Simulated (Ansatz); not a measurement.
## Lattice dynamics of TiSn (model cell, started as rocksalt type)

The cell of TiSn (model cell, started as rocksalt type) is at rest. What are its phonons?

Method: DFT PBE, scalar-relativistic, plane waves, PAW, in Ansatz 0.2.0.

The structure was built from a prototype and need not be the compound's stable phase.

## Step 1: Set-up

It takes space group Fm-3m (No. 225, cubic). The conventional cell has a = 5.601 Å, b = 5.601 Å, c = 5.601 Å, α = 90.00°, β = 90.00°, γ = 90.00°. Nearest to Ti lie 6 Sn at 2.80 Å. Nearest to Sn lie 6 Ti at 2.80 Å. Farther neighbours are not listed.

## Step 2: The dispersion

The cell comes from relaxations at this level that are not shown. Stability and thermal properties need the whole zone. Linear response on a 4×4×4 q mesh gives force constants as far as a supercell of that size would.

input.yaml reads:

```yaml
crystal:
  lattice:
    - [0.0, 2.8005900653, 2.8005900653]
    - [2.8005900653, 0.0, 2.8005900653]
    - [2.8005900653, 2.8005900653, 0.0]
  atoms:
    - { symbol: Ti, position: [0.0, 0.0, 0.0] }
    - { symbol: Sn, position: [0.5, 0.5, 0.5] }
kpoints:
  mp_grid: { grid: [12, 12, 12] }
hamiltonian:
  xc: pbe
scf:
  occupations: { method: methfessel_paxton, width: 0.15 }
output:
  eigenvalues: true
phonons:
  method: dfpt
  qmesh: [4, 4, 4]
  temperatures: { t_max: 1000, t_step: 50 }
  qpath:
    path:
      - [[0.0, 0.0, 0.0], [0.5, 0.0, 0.5], [0.625, 0.25, 0.625]]
      - [[0.375, 0.375, 0.75], [0.0, 0.0, 0.0], [0.5, 0.5, 0.5], [0.5, 0.25, 0.75], [0.5, 0.0, 0.5]]
    npoints: 10
```

Launch:

```console
ansatz run input.yaml --threads 4 --pin off --max-ram 7168MiB --backend cpu --events-out ev --progress --plain --runs-dir out
```

Numbers of over 12 decimals in the logs are rounded to 6 here.

Output:

```text
Engine: ansatz 0.2.0, aarch64-unknown-linux-gnu
Pseudopotentials: kind: paw
Pseudopotential: Ti, paw, valence charge 12, recommended cutoff 420 eV (normal), Ti.paw.azcp
Pseudopotential: Sn, paw, valence charge 14, recommended cutoff 420 eV (normal), Sn.paw.azcp
Functional definition: PBE
  parameter kappa = 0.804
  parameter beta = 0.066725
  exchange = pbe_x(kappa = kappa, mu = beta*pi^2/3)
  correlation = pbe_c(beta = beta)
Crystal: 2 atoms, lattice volume = 43.932 Å³
Basis set: ecut = 420 eV, 869 PW (Γ), exchange–correlation on 54×54×54 points (8 copies of the dense FFT grid, shifted against one another)
Bands: 17, of which v1, the nominal top of the filled ones, is band 13 counted from 1 (12 counted from 0)
Symmetry: 48 space group operations
k-points: 72 of 1728
Non-local potential: Ti, projectors of the file, l = 0: 3, l = 1: 2, l = 2: 3, l = 3: 1
Non-local potential: Sn, projectors of the file, l = 0: 2, l = 1: 2, l = 2: 2, l = 3: 2
PAW form: soft (Blöchl's): semilocal exchange-correlation on the pseudo side does not see the compensation charge
PAW one-centre angular grid: Ti, 590 points (default); XC on 64 Gauss nodes
PAW one-centre angular grid: Sn, 590 points (default); XC on 64 Gauss nodes
Initial density: superposition of atomic densities (neutral atoms: chi_scale 0, normalization atom), corrected by the library's trained network
Initial wavefunctions: pseudopotential atomic-orbital guess
Functional: x = pbe(κ = 0.804, μ = 0.219515), c = pbe(β = 0.066725)
SCF iter   1: F=—  HF=-8524.008898 eV  |F-HF|=—  |Δ(HF+E_count)|=         —  Δρ=7.08e-3  dr2=3.09e-2  ethr=1.77e-3  ⟨swp⟩=5.0  Hψ=5958  notcnv=0
preconditioner: auto → Kerker (q_TF=auto, 2.500 Å⁻¹)  [metal: Δε(μ)=0.012 eV  Ē_g=14.667 eV  σ=0.150 eV  W_gap=0.07  n_scr=14 (ndim 8)  ℏωp=23.8 eV  f_vac=0.000  D(μ)=0.81/eV (n_scr^D=0)]
SCF iter   2: F=—  HF=-8524.005561 eV  |F-HF|=—  |Δ(HF+E_count)|=   3.34e-3  S|Δr|=    0.00e0  Δρ=3.69e-3  dr2=8.24e-3  ethr=1.19e-4  ⟨swp⟩=1.2  Hψ=1816  notcnv=0
SCF iter   3: F=—  HF=-8524.004537 eV  |F-HF|=—  |Δ(HF+E_count)|=   1.02e-3  S|Δr|=    0.00e0  Δρ=5.68e-4  dr2=1.93e-4  ethr=3.17e-5  ⟨swp⟩=2.0  Hψ=1389  notcnv=0
SCF iter   4: F=—  HF=-8524.004522 eV  |F-HF|=—  |Δ(HF+E_count)|=   1.55e-5  S|Δr|=    0.00e0  Δρ=1.09e-4  dr2=4.98e-6  ethr=7.40e-7  ⟨swp⟩=2.1  Hψ=1550  notcnv=0
SCF iter   5: F=—  HF=-8524.004519 eV  |F-HF|=—  |Δ(HF+E_count)|=   2.07e-6  S|Δr|=    0.00e0  Δρ=3.06e-5  dr2=6.83e-7  ethr=1.91e-8  ⟨swp⟩=2.0  Hψ=1853  notcnv=0
SCF iter   6: F=—  HF=-8524.004520 eV  |F-HF|=—  |Δ(HF+E_count)|=   7.16e-7  S|Δr|=    0.00e0  Δρ=1.22e-5  dr2=5.32e-8  ethr=2.63e-9  ⟨swp⟩=2.0  Hψ=1855  notcnv=0
SCF iter   7: F=—  HF=-8524.004520 eV  |F-HF|=—  |Δ(HF+E_count)|=  4.97e-10  S|Δr|=    0.00e0  Δρ=2.59e-6  dr2=4.38e-9  ethr=2.05e-10  ⟨swp⟩=2.0  Hψ=1469  notcnv=0
SCF iter   8: F=—  HF=-8524.004520 eV  |F-HF|=—  |Δ(HF+E_count)|=  1.22e-10  S|Δr|=    0.00e0  Δρ=5.68e-7  dr2=2.04e-10  ethr=1.69e-11  ⟨swp⟩=2.0  Hψ=1375  notcnv=0
SCF iter   9: F=-8524.004520 eV  HF=-8524.004520 eV  |F-HF|=5.46e-12  |Δ(HF+E_count)|=  3.82e-11  S|Δr|=    0.00e0  Δρ=1.15e-7  dr2=4.99e-12  ethr=1.00e-12  ⟨swp⟩=4.7  Hψ=5165  notcnv=0
SCF 1 converged in 9 iterations: F = -8524.004520 eV  dr2 = 4.99e-12
  greatest PAW one-centre occupation: 0.999 electrons in one spin orbital (limit 2), on the Ti atom at site 0 (counted from 0), in its partial waves of l = 0
Initial density: read from a saved state, or passed on in memory by an earlier SCF of this step, an earlier step, the calling program or the single point that the run made first
iter 1 solved again at ethr=1.54e-8 eV; its pass at ethr=3.10e-3 eV (dr2=4.00e-6 eV) is discarded
SCF iter   1: F=—  HF=-8524.004519 eV  |F-HF|=—  |Δ(HF+E_count)|=         —  Δρ=1.52e-7  dr2=1.02e-11  ethr=1.54e-8  ⟨swp⟩=3.8  Hψ=9061  notcnv=0
eigensolver tolerance schedule: the retry pair's looser diagonalisation over-reported the residual by 392810.57 of it (diagonalisation noise at an unbounded share of the residual, at the tolerance the schedule requests for it); recorded, not acted on — ethr = c·dr2/N_el stays at c = 1.0e-1
preconditioner: auto → Kerker (q_TF=auto, 2.500 Å⁻¹)  [metal: Δε(μ)=0.034 eV  Ē_g=14.556 eV  σ=0.150 eV  W_gap=0.19  n_scr=14 (ndim 8)  ℏωp=23.8 eV  f_vac=0.000  D(μ)=0.79/eV (n_scr^D=0)]
SCF iter   2: F=—  HF=-8524.004520 eV  |F-HF|=—  |Δ(HF+E_count)|=   7.99e-7  S|Δr|=    0.00e0  Δρ=1.31e-7  dr2=6.66e-12  ethr=1.00e-12  ⟨swp⟩=2.6  Hψ=5120  notcnv=0
SCF iter   3: F=-8524.004520 eV  HF=-8524.004520 eV  |F-HF|=0.00e0  |Δ(HF+E_count)|=  5.46e-12  S|Δr|=    0.00e0  Δρ=9.68e-8  dr2=3.68e-12  ethr=1.00e-12  ⟨swp⟩=1.0  Hψ=2736  notcnv=0
SCF 2 converged in 3 iterations: F = -8524.004520 eV  dr2 = 3.68e-12
phonons: the bands overlap, so this run is a metal and interpolates without the dipole-dipole term. If the crystal is really an insulator or semiconductor, its LO-TO splitting is missing
NSCF: frozen V_eff on 72 k-points
NSCF: frozen V_eff on 163 k-points
DFPT response loops at q = (0, 0, 0) (fractional): preconditioner auto → Kerker (q_TF=auto, 2.500 Å⁻¹) (partly filled bands, converged f_vac=0.000); β = 1.00, the filter's whole step (`scf.mixing.beta` (0.50) is not read by the response loops under this deck's `scf.mixing.preconditioner`; to damp them name `kerker` or `kerker_dos`, under which they read `scf.mixing.beta`, and type it under 1.00, their step now; both keys bind the ground state too); Broyden in place of MSR1
NSCF: frozen V_eff on 1872 k-points
DFPT response loops at q = (0, 0, 0.25) (fractional): mixed as the last ones told, above
NSCF: frozen V_eff on 952 k-points
DFPT response loops at q = (0, 0, -0.5) (fractional): mixed as the last ones told, above
NSCF: frozen V_eff on 1020 k-points
DFPT response loops at q = (0, 0.25, 0.25) (fractional): mixed as the last ones told, above
NSCF: frozen V_eff on 3456 k-points
DFPT response loops at q = (0, 0.25, -0.5) (fractional): mixed as the last ones told, above
NSCF: frozen V_eff on 1872 k-points
DFPT response loops at q = (0, 0.25, -0.25) (fractional): mixed as the last ones told, above
NSCF: frozen V_eff on 560 k-points
DFPT response loops at q = (0, -0.5, -0.5) (fractional): mixed as the last ones told, above
NSCF: frozen V_eff on 1020 k-points
DFPT response loops at q = (0.25, -0.5, -0.25) (fractional): mixed as the last ones told, above
SCF converged after 9 iterations
Stability not checked: this state was not tested for a lower state beside it, because cold or Methfessel-Paxton smearing, or corrected tetrahedra, fill the levels in a way that the test cannot read (fill_not_monotonic; see scf.lower_state_search)
Free energy (F): -8524.004520 eV
Harris-Foulkes:  -8524.004520 eV  (|F-HF|=5.46e-12)
Internal energy: -8524.005485 eV  (E = F + TS)
E sigma→0 (E₀):  -8524.004761 eV
Entropy (-TS):   0.000965 eV (0.482 meV/atom)
Fermi energy:    11.864670 eV
--- Per-component energies (eV) ---
  E_band       = -242.344478
  E_kinetic    = 459.968141
  E_local      = -1710.189696  (includes V_loc(G=0)·N_el)
  E_nonlocal   = -22.471320
  E_hartree    = 888.801841
  E_xc         = -479.812862
  E_vxc        = -217.944053  (∫ρ·V_xc dr)
  E_paw        = -5185.879777  (= ΣΔE_a)
  E_vpaw       = -529.311342  (= ΣTr[D̂ρ^β])
  E_aug_tail   = 0.000113  (compensation charges beyond the density's cutoff)
  E_ewald      = -2474.421926
  E_smearing   = 0.000965  (= −TS)
  E_closure    = 0.000000  (closes the sum)
  Σ components = -8524.004520   (vs F -8524.004520, Δ=0.00e0)
--- Band table (eV; the first three rows and the last of 72) ---
  k-point 0: bands = [... 9 lower, 2.1748, 11.9576, 11.9576, 11.9576, 12.2997, 12.2997, 15.1870, 15.1870]
  k-point 1: bands = [... 9 lower, 2.2773, 11.7727, 11.9228, 11.9228, 12.1732, 12.1732, 14.7530, 15.4408]
  k-point 2: bands = [... 9 lower, 2.5809, 11.1497, 11.5643, 11.5643, 12.2117, 12.2117, 14.0228, 16.0191]
  k-point 71: bands = [... 9 lower, 5.2204, 9.2437, 9.2437, 9.9389, 13.1094, 13.1094, 13.1492, 13.3648]
--- Phonons (Γ-DFPT): 2 representative perturbations + reference (Σ response iterations 6) ---
  ASR residual: 3.163e-5 → 0.000e0 eV/Å²; symmetrization residual: 3.976e-6 eV/Å²
  ASR residual per site (eV/Å²): 3.16e-5 1.23e-6
  Γ frequencies (cm⁻¹): 0.00 0.00 0.00 241.40 241.40 241.40
--- Phonons (arbitrary-q DFPT): 8 irreducible q on the 4×4×4 mesh ---
  q = [0.0000, 0.0000, 0.0000] (star 1, of the zone-centre solve; hermiticity 1.09e-6, symmetrization 1.99e-12): -0.00 0.00 0.00 241.40 241.40 241.40
  q = [0.0000, 0.0000, 0.2500] (star 8, 2 solved perturbations on 936 of 1728 k-point pairs; hermiticity 1.17e-6, symmetrization 1.96e-12): 77.50 77.50 96.47 218.00 218.00 228.07
  q = [0.0000, 0.0000, -0.5000] (star 4, 2 solved perturbations on 476 of 1728 k-point pairs; hermiticity 9.89e-14, symmetrization 5.62e-13): 135.54 135.54 149.96 180.50 180.50 223.29
  q = [0.0000, 0.2500, 0.2500] (star 6, 4 solved perturbations in 1608 linear systems a pass and spin channel, the states on 510 of 1728 k-point pairs; hermiticity 2.69e-6, symmetrization 2.88e-13): 32.78 32.78 135.41 194.19 233.00 233.00
  q = [0.0000, 0.2500, -0.5000] (star 24, 4 solved perturbations in 5328 linear systems a pass and spin channel, the states on 1728 of 1728 k-point pairs; hermiticity 1.58e-6, symmetrization 4.12e-13): 98.05 99.03 99.24 210.35 216.13 229.52
  q = [0.0000, 0.2500, -0.2500] (star 12, 4 solved perturbations in 2892 linear systems a pass and spin channel, the states on 936 of 1728 k-point pairs; hermiticity 9.63e-7, symmetrization 2.12e-12): 35.02 132.78 146.08 187.25 207.98 233.26
  q = [0.0000, -0.5000, -0.5000] (star 3, 4 solved perturbations in 886 linear systems a pass and spin channel, the states on 280 of 1728 k-point pairs; hermiticity 9.32e-7, symmetrization 5.24e-13): -11.35 53.88 53.88 222.76 222.76 228.99
  q = [0.2500, -0.5000, -0.2500] (star 6, 4 solved perturbations in 1544 linear systems a pass and spin channel, the states on 510 of 1728 k-point pairs; hermiticity 2.74e-8, symmetrization 7.80e-12): 46.09 46.09 142.69 198.95 227.96 227.96
  sum rule: each row above includes the acoustic sum rule's correction from the zone centre's row sums; it moved no ω² by more than (0.42 cm⁻¹)²
  mesh force constants: q→R imaginary residual 5.97e-18; ASR residual 3.163e-5 → 0.000e0 eV/Å²; symmetrization residual 3.553e-15 eV/Å²
  interpolated dispersion: 62 rows × 6 modes
  density of states and harmonic sums: on the 20×20×20 q-mesh, interpolated from the force constants of a 4×4×4 supercell (no non-analytic term)
  largest difference from the sums on the solved wave vectors: F 2.31e-2 eV, S 3.12e-5 and C_V 8.01e-6 eV/K
  zero-point energy: 0.057417 eV/cell   skipped modes (ω ≤ 0): 4, of them read as no rigid motion or as one in doubt: 1 (3.750e-4 modes/cell left out, lowest -11.35 cm⁻¹)   left out of the sums: 1.25e-4 of the cell's modes: C_V's classical limit lies that fraction below 3 k_B per atom; for a crystal, a wire or a layer, F and S can be off by more, and a phonons.interpolated_qmesh denser along its periods is the remedy for the sampling
```

Elapsed: 5.8 min, on 4 threads of Arm Neoverse V2, shared host; peak memory 3.2 GiB.

The column dr2 measures how far the density is from self-consistency, as an energy; F and HF (Harris–Foulkes) agree once it is small.

This step gave:

```yaml
volume_per_atom: 21.97 Å³
gap_on_the_k_mesh: 0 eV
sum_rule_residual_before_enforcement: 3.16e-5 eV/Å²
lowest_frequency_on_the_path: -11.35 cm⁻¹
point_group: m-3m
highest_frequency_on_the_path_or_at_a_solved_wavevector: 241.4 cm⁻¹
highest_optical_mode_at_the_zone_centre_no_lo_to_term: 241.4 cm⁻¹
lowest_optical_zone_centre_mode: 241.4 cm⁻¹
lowest_mode_on_the_q_mesh_acoustic_modes_at_gamma_apart: -11.35 cm⁻¹
```

Frequencies (cm⁻¹) solved at each irreducible wavevector; negative means imaginary. Frequencies by wavevector, by row:

| q in reciprocal lattice units | star | mode 1 | mode 2 | mode 3 | mode 4 | mode 5 | mode 6 |
| --- | --- | --- | --- | --- | --- | --- | --- |
| 0 0 0 | 1 | 0 | 0 | 0 | 241.4 | 241.4 | 241.4 |
| 0 0 0.25 | 8 | 77.5 | 77.5 | 96.5 | 218 | 218 | 228.1 |
| 0 0 -0.5 | 4 | 135.5 | 135.5 | 150 | 180.5 | 180.5 | 223.3 |
| 0 0.25 0.25 | 6 | 32.8 | 32.8 | 135.4 | 194.2 | 233 | 233 |
| 0 0.25 -0.5 | 24 | 98 | 99 | 99.2 | 210.3 | 216.1 | 229.5 |
| 0 0.25 -0.25 | 12 | 35 | 132.8 | 146.1 | 187.2 | 208 | 233.3 |
| 0 -0.5 -0.5 | 3 | -11.3 | 53.9 | 53.9 | 222.8 | 222.8 | 229 |
| 0.25 -0.5 -0.25 | 6 | 46.1 | 46.1 | 142.7 | 198.9 | 228 | 228 |

Interpolated from a 4×4×4 q mesh. Phonon branches along the path, in cm⁻¹:

| point | branch 1 | branch 2 | branch 3 | branch 4 | branch 5 | branch 6 |
| --- | --- | --- | --- | --- | --- | --- |
| Γ | 0 | 0 | 0 | 241 | 241 | 241 |
| halfway | 33 | 33 | 135 | 194 | 233 | 233 |
| X | -11 | 54 | 54 | 223 | 223 | 229 |
| halfway | 21 | 70 | 71 | 218 | 225 | 229 |
| U | 38 | 102 | 103 | 206 | 226 | 230 |
| jump to K | 38 | 102 | 103 | 206 | 226 | 230 |
| halfway | 27 | 108 | 128 | 203 | 211 | 233 |
| Γ | 0 | 0 | 0 | 241 | 241 | 241 |
| halfway | 78 | 78 | 96 | 218 | 218 | 228 |
| L | 136 | 136 | 150 | 180 | 180 | 223 |
| halfway | 99 | 100 | 140 | 194 | 217 | 227 |
| W | 46 | 46 | 143 | 199 | 228 | 228 |
| halfway | 30 | 53 | 102 | 215 | 226 | 229 |
| X | -11 | 54 | 54 | 223 | 223 | 229 |

The phonon branches as a text plot (rows in cm⁻¹):

```
    236 |********          *****************
    226 |        ***********      **       **********************
    215 |   *     **   **   *   **          *        **      **
    205 |    **  *       **  ****            **     *      **
    194 |      **          *   *               *   * ******
    183 |                   ***                 *****
    173 |
    162 |
    152 |                                       **
    141 |                   ****               *  **********
    131 |      **           *** *             * ****
    120 |    **            *   *               *    *       *
    110 |        *              **           **      *       *
     99 |                **                 *         *
     89 |   *                    *           *         *      *
     78 |         **    *         **       **           *
     68 |  *           *          **                    *      *
     57 |           ***             *     **                 ****
     47 |        ***       *        *     *              ****
     36 | *    **   *    ** ****         *                  **
     26 |    **        **       **   *                        *
     15 |  **                     ***   *
      4 |**                          ***                       *
     -6 |            **                                         *
         Γ           X  U|K            Γ         L        W     X
```

[end of part 1 of 2]

[Logs are printed without paths, hosts, clocks, repeated set-up lines and the standing remarks that a program may print on its own settings, such as how far it seeks lower states.]

[Hosts, paths, dates, database ids (printed as entryN), source tags and the programs' standing remarks are cut or masked in the printed files.]
